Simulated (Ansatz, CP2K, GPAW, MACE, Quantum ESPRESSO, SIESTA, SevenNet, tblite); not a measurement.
# Running random rock-salt alloy of CaS and PbS (64 atoms) with CP2K, part 2 of 4

Aim: run random rock-salt alloy of CaS and PbS (64 atoms) in CP2K and see how near its forces come to a plane-wave reference, and at what cost.

Program: CP2K 2026.2; the method stands at each step. Banners, paths, timers and routine set-up lines are dropped from the logs unmarked, and long logs keep their key lines alone; longer cuts are marked.

So far. Step 2 (PBE, DZVP-MOLOPT-SR, 600/50 Ry, diagonalisation): Forces lie 5.4 % from the reference's, at 0.17 times its CPU time (on 2 against 4 cores). Step 3 (PBE, SZV-MOLOPT-SR, 600/50 Ry, diagonalisation): Against the first run (5.4 %), the force difference from the reference is 133 %, at 0.84 times the CPU time (on 1 against 2 cores) (24 SCF steps against 17), with 280 basis functions against 856: the smaller basis costs accuracy.

### 4. PBE, TZV2P-MOLOPT (SR for Ca, Pb), 600/50 Ry, diagonalisation

Method: Kohn-Sham DFT, PBE, GTH-PBE pseudopotentials, Gaussian and plane waves, TZV2P-MOLOPT-GTH, diagonalisation.

input.inp reads:

```
&GLOBAL
  PROJECT cell
  RUN_TYPE ENERGY_FORCE
  PRINT_LEVEL LOW
&END GLOBAL
&FORCE_EVAL
  METHOD QS
  STRESS_TENSOR ANALYTICAL
  &DFT
    BASIS_SET_FILE_NAME BASIS_MOLOPT
    BASIS_SET_FILE_NAME BASIS_MOLOPT_UCL
    POTENTIAL_FILE_NAME GTH_POTENTIALS
    &MGRID
      CUTOFF 600
      REL_CUTOFF 50
      NGRIDS 5
    &END MGRID
    &QS
      EPS_DEFAULT 1.0E-12
    &END QS
    &SCF
      SCF_GUESS ATOMIC
      EPS_SCF 1.0E-06
      MAX_SCF 200
      ADDED_MOS 39
      &DIAGONALIZATION
        ALGORITHM STANDARD
      &END DIAGONALIZATION
      &SMEAR ON
        METHOD FERMI_DIRAC
        ELECTRONIC_TEMPERATURE [K] 580
      &END SMEAR
      &MIXING
        METHOD BROYDEN_MIXING
        ALPHA 0.15
        NBROYDEN 8
      &END MIXING
      &PRINT
        &RESTART OFF
        &END RESTART
      &END PRINT
    &END SCF
    &XC
      &XC_FUNCTIONAL PBE
      &END XC_FUNCTIONAL
    &END XC
    &PRINT
      &MULLIKEN ON
      &END MULLIKEN
      &LOWDIN ON
      &END LOWDIN
      &MO ON
        EIGENVALUES T
        OCCUPATION_NUMBERS T
        MO_INDEX_RANGE 221 244
        &EACH
          QS_SCF 0
        &END EACH
        ADD_LAST NUMERIC
      &END MO
    &END PRINT
  &END DFT
  &SUBSYS
    &CELL
      A 11.50300 0.00000 0.00000
      B 0.00000 11.50300 0.00000
      C 0.00000 0.00000 11.50300
    &END CELL
    &TOPOLOGY
      COORD_FILE_NAME structure.xyz
      COORD_FILE_FORMAT XYZ
    &END TOPOLOGY
    &KIND Ca
      BASIS_SET TZV2P-MOLOPT-SR-GTH-q10
      POTENTIAL GTH-PBE-q10
    &END KIND
    &KIND S
      BASIS_SET TZV2P-MOLOPT-GTH-q6
      POTENTIAL GTH-PBE-q6
    &END KIND
    &KIND Pb
      BASIS_SET TZV2P-MOLOPT-SR-GTH-q4
      POTENTIAL GTH-PBE-q4
    &END KIND
  &END SUBSYS
  &PRINT
    &FORCES ON
    &END FORCES
    &STRESS_TENSOR ON
    &END STRESS_TENSOR
  &END PRINT
&END FORCE_EVAL
```

structure.xyz reads:

```xyz
64

[... 64 atom lines left out: the same atoms as in the first run ...]
```

Launch:

```console
$ OMP_NUM_THREADS=1 mpirun -np 4 cp2k.psmp -i input.inp > output.txt
```

Numbers of over 12 decimals in the logs are rounded to 6 here.

The log of the run:

```text
CP2K| version string:                                       CP2K version 2026.2
 CP2K| Input file name                                                 input.inp
 GLOBAL| Basis set file name                                        BASIS_MOLOPT
 GLOBAL| Potential file name                                      GTH_POTENTIALS
 GLOBAL| Run type                                                   ENERGY_FORCE
 GLOBAL| Total number of message passing processes                             4
 GLOBAL| Number of threads for this process                                    1
[... lines left out ...]
                        Smear method:                                FERMI_DIRAC
[... lines left out ...]
 Number of electrons:                                                        464
[... lines left out ...]
  Step     Update method      Time    Convergence         Total energy    Change
[... lines left out ...]
  *** SCF run converged in    21 steps ***
[... lines left out ...]
  Fermi energy:                                                 0.221538
  Total energy:                                             -1240.943392
  Total energy (extrapolated to T->0):                      -1240.943392
[... lines left out ...]
 MO| E(Fermi):            0.221538 a.u.          6.028350 eV
[... lines left out ...]
      63     Ca       1         10.083059                             -0.083059
      64     S        2          5.892933                              0.107067
 # Total charge                            464.000000                  0.000000
 ENERGY| Total FORCE_EVAL ( QS ) energy [hartree]          -1240.943391
 FORCES| Atomic forces [hartree/bohr]
 FORCES|   Atom     x               y               z               |f|
 FORCES|      1 -2.06820532E-03 -9.72140889E-03 -3.24079038E-03   1.04539938E-02
 FORCES|      2 -3.28038769E-03  6.66554752E-03 -1.79563113E-03   7.64295482E-03
 FORCES|      3  3.98490479E-03 -4.92756580E-03  5.86375728E-03   8.63388791E-03
[...]
FORCES|     63 -3.16836829E-04 -1.77314378E-03 -1.56430403E-03   2.38568052E-03
 FORCES|     64  3.28292105E-03  4.24996975E-03  7.82565082E-04   5.42699011E-03
 FORCES| Sum    -1.76109964E-05  5.45363506E-06 -9.88234647E-06
 FORCES| Total atomic force                                       2.09176983E-05
 STRESS| Analytical stress tensor [bar]
 STRESS|                        x                   y                   z
 STRESS|      x        2.32572281798E+04  -3.97439135255E+01  -7.51490901674E+01
 STRESS|      y       -3.97439135255E+01   2.29506567493E+04  -7.36580963326E+00
 STRESS|      z       -7.51490901674E+01  -7.36580963326E+00   2.38238088772E+04
 STRESS| 1/3 Trace                                             2.33438979355E+04
```

The job ended after 1.7 min (4 MPI ranks of Arm Neoverse V2, shared host; peak memory 6.5 GiB; 6.9 min of CPU time).

Numbers from this run, and their distance from the reference:

| Property | Result |
| --- | --- |
| r.m.s. force component | 0.2941 eV/Å |
| r.m.s. difference of force components | 13.33 meV/Å |
| longest difference of force vectors | 54.3 meV/Å |
| force difference over r.m.s. force | 4.469 % |
| slope of forces against the reference's | 0.9855 |
| correlation of force components | 0.9991 |
| gap (highest filled to lowest empty level) | 2.001 eV |
| gap difference | 0.0988 eV |
| pressure | 2.334 GPa |
| pressure difference | 0.2734 GPa |

Against the first run (5.4 %), the force difference from the reference is 4.5 %, at 1.9 times the CPU time (on 4 against 2 cores), with 1432 basis functions against 856: the larger basis brings the forces nearer.

### 5. PBE, TZVP-UZH, 600/50 Ry, diagonalisation

Method: Kohn-Sham DFT, PBE, GTH-PBE pseudopotentials, Gaussian and plane waves, TZVP-MOLOPT (UZH set), diagonalisation.

input.inp: that of step 4 with these lines changed.

```diff
@@ -9,5 +9,4 @@
   &DFT
-    BASIS_SET_FILE_NAME BASIS_MOLOPT
-    BASIS_SET_FILE_NAME BASIS_MOLOPT_UCL
-    POTENTIAL_FILE_NAME GTH_POTENTIALS
+    BASIS_SET_FILE_NAME BASIS_MOLOPT_UZH
+    POTENTIAL_FILE_NAME POTENTIAL_UZH
     &MGRID
@@ -68,8 +67,31 @@
     &END CELL
-    &TOPOLOGY
-      COORD_FILE_NAME structure.xyz
-      COORD_FILE_FORMAT XYZ
-    &END TOPOLOGY
+    &COORD
+      Ca 0.01817 0.09271 0.02485
+      S 2.90922 0.05625 0.01254
+      Pb 11.48229 2.91382 2.86735
+      S 2.89864 2.88794 2.88495
+      Ca 2.84412 11.46009 2.89795
+      S 11.50173 11.50208 2.87149
+      Ca 2.84561 2.82916 11.50288
+      S 11.47999 2.86425 0.01242
+      Pb 0.04222 11.48310 5.70100
+      S 2.82192 11.47447 5.69767
+      Ca 11.46354 2.84665 8.66118
+      S 2.82353 2.88829 8.60045
+      Ca 2.87759 11.47769 8.56329
+      S 11.44986 0.00276 8.61264
+      Pb 2.89933 2.87069 5.74621
+      S 11.48851 2.89623 5.72884
+      Ca 11.47942 5.69030 0.04452
+      S 2.84550 5.77819 11.47827
+      Ca 11.44525 8.60528 2.87817
+      S 2.91567 8.60068 2.85689
+[... 40 atom lines left out ...]
+      Pb 8.66429 5.78026 8.58331
+      S 5.74000 5.77750 8.58745
+      Ca 8.64727 8.67280 5.76220
+      S 5.74448 8.59355 5.76059
+    &END COORD
     &KIND Ca
-      BASIS_SET TZV2P-MOLOPT-SR-GTH-q10
+      BASIS_SET TZVP-MOLOPT-PBE-GTH-q10
       POTENTIAL GTH-PBE-q10
@@ -77,3 +99,3 @@
     &KIND S
-      BASIS_SET TZV2P-MOLOPT-GTH-q6
+      BASIS_SET TZVP-MOLOPT-PBE-GTH-q6
       POTENTIAL GTH-PBE-q6
@@ -81,3 +103,3 @@
     &KIND Pb
-      BASIS_SET TZV2P-MOLOPT-SR-GTH-q4
+      BASIS_SET TZVP-MOLOPT-PBE-GTH-q4
       POTENTIAL GTH-PBE-q4
```

The log of the run:

```text
CP2K| version string:                                       CP2K version 2026.2
 CP2K| Input file name                                                 input.inp
 GLOBAL| Basis set file name                                    BASIS_MOLOPT_UZH
 GLOBAL| Potential file name                                       POTENTIAL_UZH
 GLOBAL| Run type                                                   ENERGY_FORCE
 GLOBAL| Total number of message passing processes                             4
 GLOBAL| Number of threads for this process                                    1
 TOTAL NUMBERS AND MAXIMUM NUMBERS
  Total number of            - Atomic kinds:                                   3
                             - Atoms:                                         64
[... lines left out ...]
                        Smear method:                                FERMI_DIRAC
[... lines left out ...]
 Number of electrons:                                                        464
[... lines left out ...]
  Step     Update method      Time    Convergence         Total energy    Change
[... lines left out ...]
  *** SCF run converged in    17 steps ***
[... lines left out ...]
  Fermi energy:                                                 0.228556
  Total energy:                                             -1240.813998
  Total energy (extrapolated to T->0):                      -1240.813998
[... lines left out ...]
 MO| E(Fermi):            0.228556 a.u.          6.219321 eV
[... lines left out ...]
       1     Ca       1          8.983656                              1.016344
       2     S        2          6.999796                             -0.999796
       3     Pb       3          3.086407                              0.913593
[...]
# Total charge                            464.000000                  0.000000
 !-----------------------------------------------------------------------------!
 LOWDIN POPULATION ANALYSIS
 #  Atom  Element  Kind  Atomic population                           Net charge
[...]
63     Ca       1          9.390136                              0.609864
      64     S        2          6.561604                             -0.561604
 # Total charge                            464.000000                  0.000000
 ENERGY| Total FORCE_EVAL ( QS ) energy [hartree]          -1240.814015
 FORCES| Atomic forces [hartree/bohr]
 FORCES|   Atom     x               y               z               |f|
 FORCES|      1 -2.21989954E-03 -9.89063734E-03 -3.46039419E-03   1.07110685E-02
 FORCES|      2 -3.22327246E-03  7.57114817E-03 -1.74875892E-03   8.41248642E-03
 FORCES|      3  4.15193124E-03 -5.30661063E-03  5.60343147E-03   8.76339510E-03
[...]
FORCES|     63 -5.89478687E-04 -1.57597107E-03 -1.62343335E-03   2.33809875E-03
 FORCES|     64  3.38702980E-03  4.22812046E-03  8.33305460E-04   5.48118340E-03
 FORCES| Sum    -1.83753019E-05  9.07050351E-06 -9.56264860E-06
 FORCES| Total atomic force                                       2.26134916E-05
 STRESS| Analytical stress tensor [bar]
 STRESS|                        x                   y                   z
 STRESS|      x        2.64443716313E+04  -4.12763190184E+01  -7.76830615142E+01
 STRESS|      y       -4.12763190184E+01   2.61312620975E+04  -1.86669042003E+00
 STRESS|      z       -7.76830615142E+01  -1.86669042003E+00   2.71062112740E+04
 STRESS| 1/3 Trace                                             2.65606150010E+04
```

Wall time 62 s (4 MPI ranks); peak memory 5.9 GiB.

Compared with the plane-wave run:

```yaml
r_m_s_force_component: 0.3134 eV/Å
r_m_s_difference_of_force_components: 16.68 meV/Å
longest_difference_of_force_vectors: 67.96 meV/Å
force_difference_over_r_m_s_force: 5.593 %
slope_of_forces_against_the_reference_s: 1.051
correlation_of_force_components: 0.9998
spacing_of_highest_filled_and_lowest_empty_level: 1.972 eV
gap_difference: 0.0689 eV
pressure: 2.656 GPa
pressure_difference: 0.5951 GPa
```

Against the first run (5.4 %), the force difference from the reference is 5.6 %, at 1.1 times the CPU time (on 4 against 2 cores), with 1040 basis functions against 856; this set comes with other potentials too, so the change isn't the basis's alone.

### 6. PBE, DZVP-MOLOPT-SR, 840/50 Ry, diagonalisation

Method: Kohn-Sham DFT, PBE, GTH-PBE pseudopotentials, Gaussian and plane waves, DZVP-MOLOPT-SR-GTH, diagonalisation.

input.inp: that of step 5 with these lines changed.

```diff
@@ -9,6 +9,6 @@
   &DFT
-    BASIS_SET_FILE_NAME BASIS_MOLOPT_UZH
-    POTENTIAL_FILE_NAME POTENTIAL_UZH
+    BASIS_SET_FILE_NAME BASIS_MOLOPT
+    POTENTIAL_FILE_NAME GTH_POTENTIALS
     &MGRID
-      CUTOFF 600
+      CUTOFF 840
       REL_CUTOFF 50
@@ -67,7 +67,8 @@
     &END CELL
-    &COORD
-[... 64 atom lines left out: the same atoms as in the first run ...]
-    &END COORD
+    &TOPOLOGY
+      COORD_FILE_NAME structure.xyz
+      COORD_FILE_FORMAT XYZ
+    &END TOPOLOGY
     &KIND Ca
-      BASIS_SET TZVP-MOLOPT-PBE-GTH-q10
+      BASIS_SET DZVP-MOLOPT-SR-GTH-q10
       POTENTIAL GTH-PBE-q10
@@ -75,3 +76,3 @@
     &KIND S
-      BASIS_SET TZVP-MOLOPT-PBE-GTH-q6
+      BASIS_SET DZVP-MOLOPT-SR-GTH-q6
       POTENTIAL GTH-PBE-q6
@@ -79,3 +80,3 @@
     &KIND Pb
-      BASIS_SET TZVP-MOLOPT-PBE-GTH-q4
+      BASIS_SET DZVP-MOLOPT-SR-GTH-q4
       POTENTIAL GTH-PBE-q4
```

structure.xyz is that of step 4.

The log of the run:

```text
CP2K| version string:                                       CP2K version 2026.2
 CP2K| Input file name                                                 input.inp
 GLOBAL| Basis set file name                                        BASIS_MOLOPT
 GLOBAL| Potential file name                                      GTH_POTENTIALS
 GLOBAL| Run type                                                   ENERGY_FORCE
 GLOBAL| Total number of message passing processes                             4
 GLOBAL| Number of threads for this process                                    1
 TOTAL NUMBERS AND MAXIMUM NUMBERS
  Total number of            - Atomic kinds:                                   3
                             - Atoms:                                         64
[... lines left out ...]
                        Smear method:                                FERMI_DIRAC
[... lines left out ...]
 Number of electrons:                                                        464
[... lines left out ...]
  Step     Update method      Time    Convergence         Total energy    Change
[... lines left out ...]
  *** SCF run converged in    17 steps ***
[... lines left out ...]
  Fermi energy:                                                 0.222983
  Total energy:                                             -1240.640644
  Total energy (extrapolated to T->0):                      -1240.640644
[... lines left out ...]
 MO| E(Fermi):            0.222983 a.u.          6.067674 eV
[... lines left out ...]
       1     Ca       1          9.398403                              0.601597
       2     S        2          6.582462                             -0.582462
       3     Pb       3          3.458326                              0.541674
[...]
# Total charge                            464.000000                  0.000000
 !-----------------------------------------------------------------------------!
 LOWDIN POPULATION ANALYSIS
 #  Atom  Element  Kind  Atomic population                           Net charge
[...]
63     Ca       1          9.610093                              0.389907
      64     S        2          6.283878                             -0.283878
 # Total charge                            464.000000                  0.000000
 ENERGY| Total FORCE_EVAL ( QS ) energy [hartree]          -1240.640641
 FORCES| Atomic forces [hartree/bohr]
 FORCES|   Atom     x               y               z               |f|
 FORCES|      1 -2.12639769E-03 -1.01469364E-02 -3.31502829E-03   1.08844522E-02
 FORCES|      2 -3.08410352E-03  6.78474274E-03 -1.75452456E-03   7.65655177E-03
 FORCES|      3  3.94986914E-03 -4.84537500E-03  6.11450236E-03   8.74449909E-03
[...]
FORCES|     63 -1.81659874E-04 -2.05520189E-03 -1.61810081E-03   2.62204221E-03
 FORCES|     64  3.32833934E-03  4.11693560E-03  9.58273861E-04   5.38008274E-03
 FORCES| Sum    -3.64760330E-06  3.15099212E-06  1.24675683E-06
 FORCES| Total atomic force                                       4.97877131E-06
 STRESS| Analytical stress tensor [bar]
 STRESS|                        x                   y                   z
 STRESS|      x        2.59857732941E+04  -3.75135438923E+01  -7.47843270315E+01
 STRESS|      y       -3.75135438923E+01   2.56811317347E+04  -1.17006872396E+01
 STRESS|      z       -7.47843270315E+01  -1.17006872396E+01   2.65068721766E+04
 STRESS| 1/3 Trace                                             2.60579257352E+04
```

The job ended after 76 s (4 MPI ranks; peak memory 8.8 GiB; 5.1 min of CPU time).

Numbers from this run, and their distance from the reference:

```yaml
r_m_s_force_component: 0.2963 eV/Å
r_m_s_difference_of_force_components: 16.18 meV/Å
longest_difference_of_force_vectors: 56.89 meV/Å
force_difference_over_r_m_s_force: 5.425 %
slope_of_forces_against_the_reference_s: 0.9923
correlation_of_force_components: 0.9985
spacing_of_highest_filled_and_lowest_empty_level: 1.971 eV
gap_difference: 0.0682 eV
pressure: 2.606 GPa
pressure_difference: 0.5448 GPa
energy_less_the_same_level_run_s: -0.0001 meV/atom
r_m_s_force_difference_from_the_same_level_run: 0.059 meV/Å
```

Against the first run (5.4 %), the force difference from the reference is 5.4 %, at 1.4 times the CPU time (on 4 against 2 cores): the change moves forces by 0.059 meV/Å r.m.s., so most of the difference comes from elsewhere.

(Continued in part 3 of 4.)

[Also dropped from logs without a mark: logging warnings of Python, and SIESTA's first energy breakdown and zero terms.]

[Logs are printed without paths, hosts, clocks, repeated set-up lines and the standing remarks that a program may print on its own settings, such as how far it seeks lower states.]

[Hosts, paths, dates, database ids (printed as entryN), source tags and the programs' standing remarks are cut or masked in the printed files.]
